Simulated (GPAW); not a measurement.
# Work function of 1T-VBrI monolayer at several levels, part 2 of 2

Aim: the work function of both faces of 1T-VBrI monolayer, and its spread over functionals and bases. Where a layer proves gapped, the work function hangs on where the smearing puts the Fermi level, and the band edges take its place.

GPAW 26.7.0; GPAW, PAW setups; layer in a repeated cell with vacuum, relaxation of atoms and in-plane cell (the session's first sound run).

So far, upper work function (eV): step 3 (the slab's potential, PBE, GPAW) 4.14; step 5 (self-consistent run: xc = "vdW-DF2", GPAW, PAW setups, GPAW) 4.51; step 6 (OptPBE vdW: xc = "optPBE-vdW", GPAW, PAW setups, GPAW) 4.39; step 7 (self-consistent run: xc = "RPBE") 4.06; step 8 (self-consistent run: xc = "revPBE") 4.05.

## 9. Real-space grid: mode = "fd"

Level of this step: GPAW, PAW setups; slab in vacuum (GPAW).

A real-space grid is a second complete basis, so it checks the plane-wave result.

Input file run.py:

```python
import json
import numpy as np
from ase import Atoms
from gpaw import GPAW

slab = Atoms(
    ['I', 'V', 'Br'],
    positions=[
        [1.99388, 1.15117, 9.00000],
        [0.00000, -0.00000, 10.62853],
        [-0.00000, 2.30234, 12.01604]],
    cell=[[3.98777, -0.0, 0.0], [-1.99388, 3.45351, 0.0], [0.0, 0.0, 21.016]],
    pbc=[True, True, False],
    magmoms=[0.0, 1.0, 0.0])

slab.calc = GPAW(mode='fd', h=0.18, xc='PBE', kpts={'size': (9, 9, 1), 'gamma': True},
                 occupations={'name': 'fermi-dirac', 'width': 0.05}, nbands='160%',
                 convergence={'density': 1e-05}, maxiter=200,
                 poissonsolver={'dipolelayer': 'xy'},
                 symmetry={'tolerance': 1e-3}, txt='slab.txt')
result = {}
energy = slab.get_potential_energy()
fermi = slab.calc.get_fermi_level()
v = slab.calc.get_electrostatic_potential().mean((0, 1)) - fermi
n = slab.calc.get_pseudo_density().mean((0, 1))
L = slab.cell[2, 2]
z = np.arange(len(v)) * L / len(v)
low, high = slab.positions[:, 2].min(), slab.positions[:, 2].max()
below, above = np.interp([low - 6.8, high + 6.8], z, v)
slopes = [np.interp(x, z, np.gradient(v, z)) for x in (low - 6.8, high + 6.8)]
eps = np.array([[slab.calc.get_eigenvalues(k, s) for k in range(len(slab.calc.get_ibz_k_points()))]
                for s in range(slab.calc.get_number_of_spins())]) - fermi
top, bottom = eps[eps < 0].max(), eps[eps > 0].min()
dipole = slab.get_dipole_moment()[2]
print(f'energy {energy:.4f} eV, Fermi level {fermi:.4f} eV, dipole {dipole:.5f} e A')
print(f'potential 6.8 A off the faces, from the Fermi level: lower {below:.4f} eV, upper {above:.4f} eV')
print(f'slope of the potential there: lower {slopes[0]:.5f}, upper {slopes[1]:.5f} eV/A')
print(f'nearest levels on the mesh: {top:.4f} and {bottom:.4f} eV')
print('magnetic moment', round(slab.get_magnetic_moment(), 3))
result.update(energy=energy, fermi=fermi, dipole=dipole, below=below, above=above, slopes=slopes, edges=[top, bottom],
              z=z.tolist(), v=v.tolist(), n=n.tolist(), positions=slab.positions.tolist(),
              forces=slab.get_forces(apply_constraint=False).tolist(), moments=slab.get_magnetic_moments().tolist())
json.dump(result, open('result.json', 'w'))
```

Started as:

```sh
$ OMP_NUM_THREADS=1 OPENBLAS_NUM_THREADS=1 python run.py
```

The log of the run:

```text
energy -13.5786 eV, Fermi level -3.9519 eV, dipole -0.02830 e A
potential 6.8 A off the faces, from the Fermi level: lower 3.7659 eV, upper 4.1378 eV
slope of the potential there: lower -0.00000, upper 0.00000 eV/A
nearest levels on the mesh: -0.6398 and 0.5881 eV
magnetic moment 3.0
```

The job ended after 2.5 min (1 thread of Intel Xeon 6975P-C (Granite Rapids), shared host; peak memory 0.76 GiB).

This step gave:

```yaml
dipole_along_the_normal: -0.02830 e·Å
levels_nearest_the_fermi_level_on_the_mesh: -0.6398, 0.5881 eV from the Fermi level
upper_work_function: 4.138 eV
lower_work_function: 3.766 eV
site_moments: -0.03947, 2.536, -0.02428 μB
upper_ionisation_energy: 4.778 eV
sum_of_the_site_moments: 2.472 μB
```

Electrostatic potential energy of an electron (without an applied field's), less the Fermi level, planar mean against z:

z (Å), electrostatic potential energy of an electron (without an applied field's), less the Fermi level, planar mean (eV) and a bar from the least value:
```
        0        4.0 ##############################
        1        3.8 #############################
        2        3.8 #############################
        3        3.8 #############################
        4        3.8 #############################
        5        3.8 #############################
        6        3.8 #############################
        7        3.6 #############################
        8        0.8 #########################
        9      -17.3 
       10       -4.4 ##################
       11       -6.5 ###############
       12      -12.1 #######
       13        2.3 ###########################
       14        4.1 ##############################
       15        4.1 ##############################
       16        4.1 ##############################
       17        4.1 ##############################
       18        4.1 ##############################
       19        4.1 ##############################
       20        4.1 ##############################
```

The highest filled level lies 0.640 eV under the Fermi level, so the ionisation energy from the upper face is 4.138 + 0.640 = 4.778 eV, against 4.775 eV in the base run.

## 10. Atomic orbitals: mode = "lcao"

Atom-centred orbitals end a few angstrom from the surface, which tests how much the density's tail matters.

run.py, as its differences from that of step 9:

```diff
@@ -15,4 +15,4 @@
 
-slab.calc = GPAW(mode='fd', h=0.18, xc='PBE', kpts={'size': (9, 9, 1), 'gamma': True},
-                 occupations={'name': 'fermi-dirac', 'width': 0.05}, nbands='160%',
+slab.calc = GPAW(mode='lcao', basis='dzp', h=0.18, xc='PBE', kpts={'size': (9, 9, 1), 'gamma': True},
+                 occupations={'name': 'fermi-dirac', 'width': 0.05}, nbands='120%',
                  convergence={'density': 1e-05}, maxiter=200,
```

The log of the run:

```text
energy -12.7956 eV, Fermi level -3.6669 eV, dipole -0.04398 e A
potential 6.8 A off the faces, from the Fermi level: lower 3.3779 eV, upper 3.9559 eV
slope of the potential there: lower 0.00000, upper 0.00000 eV/A
nearest levels on the mesh: -0.6409 and 0.5862 eV
magnetic moment 3.0
```

The job ended after 69 s (1 thread; peak memory 0.36 GiB).

Numbers from this step:

| Quantity | Value |
| --- | --- |
| dipole along the normal | -0.04398 e·Å |
| levels nearest the Fermi level on the mesh | -0.6409, 0.5862 eV from the Fermi level |
| upper work function | 3.956 eV |
| lower work function | 3.378 eV |
| site moments | -0.04042, 2.570, -0.02959 μB |
| upper ionisation energy | 4.597 eV |
| sum of the site moments | 2.500 μB |

The electrostatic potential energy of an electron (without an applied field's), less the Fermi level, planar mean by z:

```csv
z (Å),"electrostatic potential energy of an electron (without an applied field's), less the Fermi level, planar mean (eV)"
0,3.67
1,3.38
2,3.38
3,3.38
4,3.38
5,3.38
6,3.38
7,3.30
8,0.592
9,-17.6
10,-4.76
11,-6.76
12,-12.3
13,2.17
14,3.91
15,3.96
16,3.96
17,3.96
18,3.96
19,3.96
20,3.96
```

The highest filled level lies 0.641 eV under the Fermi level, so the ionisation energy from the upper face is 3.956 + 0.641 = 4.597 eV, against 4.775 eV in the base run.

## 11. Cost and result by level

Times are for 1 thread of Intel Xeon 6975P-C (Granite Rapids), shared host. The series side by side:

```csv
no.,run,upper ionisation energy (eV),time,memory (GiB)
1,pw,4.775,34 s,0.3
2,LDA,4.822,28 s,0.28
3,vdW DF2,5.244,47 s,0.5
4,optPBE vdW,5.045,48 s,0.5
5,RPBE,4.738,34 s,0.3
6,revPBE,4.722,34 s,0.3
7,fd,4.778,2.5 min,0.76
8,lcao,4.597,69 s,0.36
```

## 12. Side by side

Results and costs are gathered.

This step: comparison of work functions, dipole and cost (GPAW 26.7.0).

Ladder, by row:

```csv
step,code,"work function, upper (eV)","work function, lower (eV)",dipole (e Å),wall time (s),peak memory (GiB),threads
pw,GPAW,4.135,3.763,-0.02821,33.53,0.3,1
LDA,GPAW,4.381,3.997,-0.02912,27.98,0.28,1
vdW-DF2,GPAW,4.507,4.142,-0.02768,47.08,0.5,1
optPBE-vdW,GPAW,4.388,4.02,-0.02791,47.84,0.5,1
RPBE,GPAW,4.06,3.689,-0.02818,33.91,0.3,1
revPBE,GPAW,4.053,3.683,-0.02804,33.95,0.3,1
fd,GPAW,4.138,3.766,-0.0283,150.9,0.76,1
lcao,GPAW,3.956,3.378,-0.04398,69.47,0.36,1
```

## 13. Results

| Quantity | Value |
| --- | --- |
| work function, upper and lower face (Fermi level placed in the gap by the smearing) | 4.135 and 3.763 eV |
| ionisation energy from the upper face (highest filled level on the mesh) | 4.77 eV |
| electron affinity from the upper face (lowest empty Kohn-Sham level on the mesh) | 3.55 eV |
| dipole along the normal | -0.0282 e Å |

In words: With plane waves and PBE the ionisation energy from the upper face is 4.77 eV and the Kohn-Sham electron affinity 3.55 eV. The two faces differ by 0.37 eV, the step that the slab's dipole makes (e p/(ε0 A) gives 0.37 eV), so the dipole layer is needed. The levels nearest the Fermi level on the mesh lie 1.23 eV apart, so the slab is gapped there: the smearing puts the Fermi level inside the gap, and from either face the ionisation energy is the work function plus 0.64 eV. Both are Kohn-Sham levels on the mesh, and semilocal gaps are too small, so the affinity tends to come out too large and the ionisation energy too small. Work functions of a gapped slab move with the place of the Fermi level in the gap; over the runs without a planted fault the highest filled level on the mesh lies 4.60 (lcao) to 5.24 eV (vdW-DF2) under the upper vacuum level. With elements this heavy, spin-orbit coupling can move band edges by tenths of an eV. The relaxation of atoms and cell ran in a fully periodic cell without the dipole layer, so the atoms of this polar layer felt a small spurious field. One magnetic start was tried; another order may lie lower. The layer's cell and atoms come from the relaxation; spin-orbit coupling and temperature are left out.

[Logs are printed without paths, hosts, clocks, repeated set-up lines and the standing remarks that a program may print on its own settings, such as how far it seeks lower states.]

[Hosts, paths, dates, database ids (printed as entryN), source tags and the programs' standing remarks are cut or masked in the printed files.]
